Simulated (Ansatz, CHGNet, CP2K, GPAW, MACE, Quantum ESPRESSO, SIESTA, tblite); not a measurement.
# tblite runs on phosphorene, 3 layers, N on P sites (72 atoms)

How do the settings of tblite change the result for phosphorene, 3 layers, N on P sites (72 atoms)? A plane-wave run serves as the yardstick.

Program: tblite 0.8.0. Level of theory: the method is named at each step. Results are calculated unless marked as measured.

### 1. Set-up

The cell holds 72 atoms: 48 P and 24 N. Its edges and angles: a = 10.340 Å, b = 9.102 Å, c = 29.176 Å, α = 90.0°, β = 90.0°, γ = 90.0°. It derives from P (phosphorene). 3 layers of phosphorene (a = 3.314 Å), 3 x 2 cells, biaxial strain +4 %, every second layer slid by 0.500 of a1; facing planes 3.38, 3.4 Å apart; 16 Å of vacuum; 24 of 72 P replaced by N at random; displaced by a Gaussian of 0.02 Å. Then every atom was moved at random, 0.02 Å r.m.s. a Cartesian component. Regions: layer 1, 24 atoms (18 P and 6 N); layer 2, 24 atoms (9 N and 15 P); layer 3, 24 atoms (9 N and 15 P). Vacuum lies along c.

The yardstick, on the same geometry:

| Item | Value |
| --- | --- |
| method | Kohn-Sham DFT, PBE, SSSP efficiency 1.3.0 pseudopotentials, plane waves (Quantum ESPRESSO 7.5); sssp-pbe-1.3.0-efficiency, cutoffs 60/480 Ry, Γ point |
| r.m.s. force component | 1.577 eV/Å |
| longest force | 3.849 eV/Å |
| time | 43 min on 1 thread of Arm Neoverse V1, shared host |
| CPU time | 43 min |

### 2. GFN1-xTB

Method: GFN1-xTB tight binding, diagonalisation.

File run.py:

```python
import numpy as np
from ase.io import read
from tblite.ase import TBLite

atoms = read("structure.xyz")
atoms.calc = TBLite(method="GFN1-xTB", electronic_temperature=580, accuracy=1.0, max_iterations=250, mixer_damping=0.1, verbosity=1)
energy = atoms.get_potential_energy()
forces = atoms.get_forces()
print(f"energy {energy:.6f} eV")
print("forces (eV/A)")
for i, (a, f) in enumerate(zip(atoms, forces)):
    print(f"{i:4d} {a.symbol:2s} {f[0]:10.5f} {f[1]:10.5f} {f[2]:10.5f}")
print("charges (e)")
print(np.array2string(atoms.get_charges(), precision=4, suppress_small=True, max_line_width=110, threshold=100000))
```

File structure.xyz:

```xyz
72
Lattice="10.33970 0.00000 0.00000 0.00000 9.10210 0.00000 0.00000 0.00000 29.17600" Properties=species:S:1:pos:R:3 pbc="T T T"
P 10.28604 0.38311 10.15208
P 0.00507 8.71808 8.00619
N 1.77016 1.89160 10.17484
P 1.73707 2.64725 7.93237
P 10.32295 4.88728 10.12378
P 10.32688 4.15138 7.96913
P 1.75765 6.44192 10.13691
P 1.77047 7.22898 7.98372
P 3.45522 0.31612 10.14362
P 3.45584 8.72855 7.96913
P 5.18825 1.93656 10.17163
P 5.19963 2.64816 7.97555
P 3.45770 4.98413 10.12874
N 3.50288 4.25287 8.02282
N 5.15610 6.46832 10.12932
P 5.15827 7.23408 8.01873
P 6.89337 0.36882 10.14537
P 6.84860 8.75822 7.94521
N 8.65309 1.93383 10.14187
P 8.67025 2.64680 7.95775
P 6.91147 4.92214 10.12028
N 6.85667 4.19816 8.01115
N 8.56375 6.48179 10.08614
P 8.60790 7.17901 7.98926
N 1.69581 0.36845 15.62608
N 1.76954 8.68413 13.54087
P 3.41407 1.89797 15.71303
N 3.44302 2.68648 13.51724
P 1.68796 4.88801 15.69756
P 1.72849 4.20890 13.50732
P 3.47455 6.46149 15.69231
P 3.40114 7.15753 13.52278
N 5.14989 0.35935 15.65176
P 5.15558 8.72982 13.45831
P 6.86939 1.92983 15.64767
P 6.91137 2.63879 13.48515
P 5.18856 4.92169 15.68473
P 5.18919 4.15556 13.54029
N 6.89493 6.40997 15.60303
P 6.91147 7.19166 13.50586
N 8.61049 0.33814 15.66226
P 8.59498 8.73874 13.49944
P 10.33360 1.91981 15.67685
P 0.01675 2.63469 13.50528
N 8.62745 4.94417 15.69844
N 8.62434 4.19188 13.49565
P 10.32812 6.48525 15.65030
N 10.29131 7.19994 13.56480
N 10.28914 0.35389 21.15785
P 0.01127 8.75267 19.06652
N 1.74896 1.91035 21.17361
P 1.71691 2.68002 19.00379
P 0.01375 4.94417 21.19461
P 0.03650 4.23484 19.08606
N 1.74214 6.49717 21.19782
P 1.74638 7.17318 19.03938
[... 12 atom lines left out ...]
P 6.87528 4.91595 21.17098
N 6.89100 4.16649 19.09423
P 8.61266 6.48461 21.16164
N 8.60811 7.21123 19.07031
```

The run is started by

```
$ OMP_NUM_THREADS=1 python run.py > output.txt
```

Log:

```text
------------------------------------------------------------
  cycle        total energy    energy error   density error
------------------------------------------------------------
      1     -171.7447558516  -1.7157420E+02   9.9461835E-01
      2      35.10210021241   2.0684686E+02   8.1145413E-01
      3      1805.143010557   1.7700409E+03   1.8242899E+00
      4     -189.3144941698  -1.9944575E+03   5.2387104E-01
      5     -199.7354184371  -1.0420924E+01   2.3515619E-01
      6     -195.8060471768   3.9293713E+00   2.3318287E-01
      7     -139.4952442196   5.6310803E+01   4.3547138E-01
      8     -178.2114409450  -3.8716197E+01   2.6011341E-01
      9     -180.5900766004  -2.3786357E+00   2.2822599E-01
     10     -185.1661854426  -4.5761088E+00   2.0118917E-01
     11     -188.6189953242  -3.4528099E+00   1.7696005E-01
     12     -194.9003631941  -6.2813679E+00   1.5481313E-01
     13     -196.0867947395  -1.1864315E+00   1.1460945E-01
     14     -200.1453246963  -4.0585300E+00   6.6346696E-02
     15     -200.4610714546  -3.1574676E-01   6.7908188E-02
     16     -200.5409659409  -7.9894486E-02   5.2300639E-02
     17     -200.5985375989  -5.7571658E-02   4.7272476E-02
     18     -200.6229994823  -2.4461883E-02   4.3836286E-02
     19     -200.7120760261  -8.9076544E-02   1.7705997E-02
     20     -200.7193319805  -7.2559544E-03   1.2507117E-02
     21     -200.7209702561  -1.6382756E-03   1.1722657E-02
     22     -200.7266683693  -5.6981133E-03   6.6871256E-03
     23     -200.7282177241  -1.5493547E-03   4.0657860E-03
     24     -200.7281438043   7.3919752E-05   4.3206531E-03
[...]
36     -200.7288271150  -3.0304193E-06   1.9378636E-04
     37     -200.7288310483  -3.9332206E-06   1.6658899E-04
     38     -200.7288352800  -4.2317647E-06   1.2432620E-04
     39     -200.7288371437  -1.8636383E-06   9.0103722E-05
     40     -200.7288376210  -4.7737601E-07   7.5695231E-05
     41     -200.7288379838  -3.6276398E-07   6.1523506E-05
     42     -200.7288384307  -4.4689207E-07   3.5606700E-05
     43     -200.7288386244  -1.9365294E-07   1.9158707E-05
------------------------------------------------------------
 total:                                   4.022 sec
energy -5462.109914 eV
forces (eV/A)
   0 P     0.10008    3.58879   -1.03011
   1 P    -0.32287   -0.48941    1.20133
   2 N    -0.21415   -2.91710   -3.57495
   3 P     1.24864    1.77714    3.68865
   4 P    -1.08159    2.17850   -0.88530
   5 P     0.27726   -0.96400    1.04263
   6 P    -0.23632   -0.85306   -0.78704
   7 P    -0.43951    0.51027    0.89993
   8 P    -1.12244    2.62205   -0.88883
   9 P     0.23467   -0.43757    1.28210
  10 P    -0.08378   -0.93178   -1.25654
  11 P     0.06172    3.72999    1.63854
  12 P     1.71861    1.08035   -2.98647
  13 N    -0.14180   -3.09535    3.06871
  14 N     0.04722   -2.99095   -3.09800
  15 P     0.05411    0.22127    2.97908
  16 P     1.21235    2.20937   -1.20338
  17 P     0.43492   -1.07198    1.60858
  18 N     0.06916   -3.05121   -3.46335
  19 P    -1.59010    1.24987    3.49670
  20 P    -0.06752    3.01099   -3.46143
  21 N     0.17135   -2.83517    3.50293
  22 N    -0.27834   -3.16625   -3.23063
  23 P    -0.13839    0.63434    3.16015
[...]
64 P     0.21021    3.34994   -1.10290
  65 P     1.11773   -2.03237    1.10013
  66 N    -0.67866   -2.64334   -3.80728
  67 P    -1.20736    1.61670    3.59058
  68 P    -1.18072    1.78045   -3.22157
  69 N    -0.33565   -3.05041    3.08504
  70 P    -0.21256   -0.67246   -3.02421
  71 N     0.18911    3.09663    3.15604
charges (e)
[ 0.1949  0.0168 -0.3419  0.1672  0.1464  0.0492  0.0476  0.047   0.125   0.0238  0.0475  0.1759  0.1883
 -0.3428 -0.3558  0.1344  0.1211  0.0296 -0.3485  0.169   0.2689 -0.33   -0.333   0.1195 -0.2453 -0.167
  0.2417 -0.3263  0.0407  0.1315  0.0639  0.1212 -0.3114  0.1303  0.1843  0.1166  0.1217  0.113  -0.2008
  0.1355 -0.3037  0.1989  0.1803  0.1441 -0.1803 -0.2348  0.2242 -0.232  -0.1586  0.185  -0.2344  0.1728
  0.1459  0.0653 -0.3033  0.1311  0.2147  0.0494 -0.3022  0.2507  0.2841 -0.3357 -0.3177  0.152   0.199
  0.1233 -0.2364  0.1901  0.2138 -0.2975  0.1359 -0.2935]
```

It took 4.9 s on 1 thread of Arm Neoverse V1, shared host; peak memory 0.16 GiB.

Banners, paths, timers and routine set-up lines are dropped from the logs unmarked, and long logs keep their key lines alone; longer cuts are marked.

Compared with the plane-wave run:

```
r.m.s. force component                  : 2.112 eV/Å
r.m.s. difference of force components   : 594.2 meV/Å
longest difference of force vectors     : 1513 meV/Å
force difference over r.m.s. force      : 37.68 %
slope of forces against the reference's : 1.325
correlation of force components         : 0.9899
```

Length of the force difference by element (eV/Å):

| element | atoms | mean | most |
| --- | --- | --- | --- |
| N | 24 | 1.1 | 1.3 |
| P | 48 | 0.95 | 1.5 |

Local excerpt of 12 atoms (numbers count through the whole input) about N55, which bears the longest force; x, y, z are measured from there.

| atom | x | y | z | distance (Å) | Mulliken charge (e) | Fx | Fy | Fz (eV/Å) |
| --- | --- | --- | --- | --- | --- | --- | --- | --- |
| N55 | 0.00 | 0.00 | 0.00 | 0.00 | -0.30 | 0.45 | -3.40 | -3.59 |
| P56 | 0.00 | 0.68 | -2.16 | 2.26 | 0.13 | -0.43 | 0.89 | 3.26 |
| P61 | 1.68 | -1.57 | -0.05 | 2.30 | 0.28 | 0.20 | 3.08 | -3.23 |
| P53 | -1.73 | -1.55 | 0.00 | 2.32 | 0.15 | 1.07 | 2.39 | -0.64 |
| P57 | 1.75 | 2.96 | -0.02 | 3.44 | 0.21 | -0.17 | 3.89 | -1.33 |
| N63 | 3.45 | -0.08 | 0.00 | 3.45 | -0.32 | -0.36 | -3.12 | -3.38 |
| N49 | -1.79 | 2.96 | -0.04 | 3.46 | -0.16 | -0.28 | 1.76 | -3.73 |
| P71 | -3.47 | -0.01 | -0.04 | 3.47 | 0.14 | -0.21 | -0.67 | -3.02 |
| P54 | -1.71 | -2.26 | -2.11 | 3.53 | 0.07 | -0.13 | -1.35 | 0.40 |
| P50 | -1.73 | 2.26 | -2.13 | 3.55 | 0.18 | -1.32 | -1.37 | 3.54 |
| P58 | 1.73 | 2.23 | -2.17 | 3.56 | 0.05 | -0.13 | -0.77 | 1.30 |
| N62 | 1.72 | -2.33 | -2.17 | 3.62 | -0.34 | 0.05 | -2.82 | 3.37 |

Atoms are counted from 1 here, from 0 in the log.

Forces lie 38 % from the reference's, at 0.0018 times its CPU time.

### 3. GFN2-xTB

Method: GFN2-xTB tight binding, diagonalisation.

Edit run.py of step 2 so:

```diff
@@ -5,3 +5,3 @@
 atoms = read("structure.xyz")
-atoms.calc = TBLite(method="GFN1-xTB", electronic_temperature=580, accuracy=1.0, max_iterations=250, mixer_damping=0.1, verbosity=1)
+atoms.calc = TBLite(method="GFN2-xTB", electronic_temperature=580, accuracy=1.0, max_iterations=250, mixer_damping=0.1, verbosity=1)
 energy = atoms.get_potential_energy()
```

structure.xyz is that of step 2.

Log:

```text
------------------------------------------------------------
  cycle        total energy    energy error   density error
------------------------------------------------------------
      1     -167.7989484628  -1.6799836E+02   5.0113565E-01
      2     -2.621999353015   1.6517695E+02   4.7195353E-01
      3      1034.887368572   1.0375094E+03   7.9048116E-01
[...]
54     -188.5288534597  -5.3870764E-08   2.5020335E-05
     55     -188.5288534449   1.4721849E-08   1.7996130E-05
------------------------------------------------------------
 total:                                   5.925 sec
energy -5130.131408 eV
forces (eV/A)
   0 P     0.01403    3.46791   -0.64803
   1 P    -0.27129   -0.34784    1.05598
   2 N    -0.10676   -2.85903   -3.46198
[...]
70 P    -0.16212   -0.35820   -3.09082
  71 N     0.07423    2.83866    3.30064
charges (e)
[ 0.2461 -0.0638 -0.269   0.1683  0.1788  0.0205  0.0379 -0.0721  0.0904 -0.0764  0.0614  0.1892  0.1738
 -0.2533 -0.277   0.0962  0.1064 -0.0506 -0.2833  0.1312  0.2776 -0.2465 -0.2549  0.0589 -0.203  -0.136
  0.2219 -0.3073 -0.0732  0.0896 -0.0243  0.1183 -0.2839  0.0898  0.2222  0.111   0.1458  0.0907 -0.1872
  0.1259 -0.2847  0.2148  0.2005  0.2094 -0.1645 -0.2482  0.2447 -0.2016 -0.1235  0.176  -0.1799  0.1205
  0.1373 -0.009  -0.2599  0.1046  0.2322 -0.1071 -0.2608  0.2309  0.2876 -0.2731 -0.277   0.1456  0.2238
  0.1296 -0.2015  0.2065  0.1956 -0.2657  0.1079 -0.3011]
```

The job ended after 6.5 s (1 thread; peak memory 0.16 GiB).

Numbers from this run, and their distance from the reference:

- r.m.s. force component: 2.046 eV/Å
- r.m.s. difference of force components: 498.3 meV/Å
- longest difference of force vectors: 1229 meV/Å
- force difference over r.m.s. force: 31.6 %
- slope of forces against the reference's: 1.292
- correlation of force components: 0.9956

Against the first run (38 %), the force difference from the reference is 32 %, at 1.4 times the CPU time.

### 4. The ladder

Differences are against the plane-wave reference, forces as r.m.s. over components; share is that over the reference's r.m.s. force, slope the least-squares factor from reference forces to these. Total energies of different programs have different zeros and aren't compared.

| run | Δ force, r.m.s. (meV/Å) | share (%) | slope | cores | CPU time | memory (GiB) |
| --- | --- | --- | --- | --- | --- | --- |
| reference | - | - | - | 1 | 43 min | 10.0 |
| tblite GFN1-xTB | 594 | 37.7 | 1.325 | 1 | 4.7 s | 0.16 |
| tblite GFN2-xTB | 498 | 31.6 | 1.292 | 1 | 6.5 s | 0.16 |

CPU time is summed over cores on a shared host, where runs went side by side, so it is rough. Symmetry, cutoffs, thresholds, outputs and thread counts weren't matched or tuned between programs; memory under MPI is the largest rank's times the ranks.

### 5. Outcome

| Item | Value |
| --- | --- |
| nearest in forces | tblite GFN2-xTB, 32 % |
| its CPU time | 6.5 s |

In words: Tight binding differs by 32 % (tblite GFN2-xTB) to 38 % (tblite GFN1-xTB); it is another model, with fitted parameters of its own, and the xTB methods hold dispersion. Of the electronic-structure runs that take under half the reference's CPU time, tblite GFN2-xTB comes nearest, at 32 % in 6.5 s against 43 min. Periodic xTB results under one method name differ between programs and library versions. The electronic-structure runs sample only Γ, in a cell whose shortest periodic width is 9 Å.

[Also dropped from logs without a mark: logging warnings of Python, and SIESTA's first energy breakdown and zero terms.]

[Logs are printed without paths, hosts, clocks, repeated set-up lines and the standing remarks that a program may print on its own settings, such as how far it seeks lower states.]

[Hosts, paths, dates, database ids (printed as entryN), source tags and the programs' standing remarks are cut or masked in the printed files.]
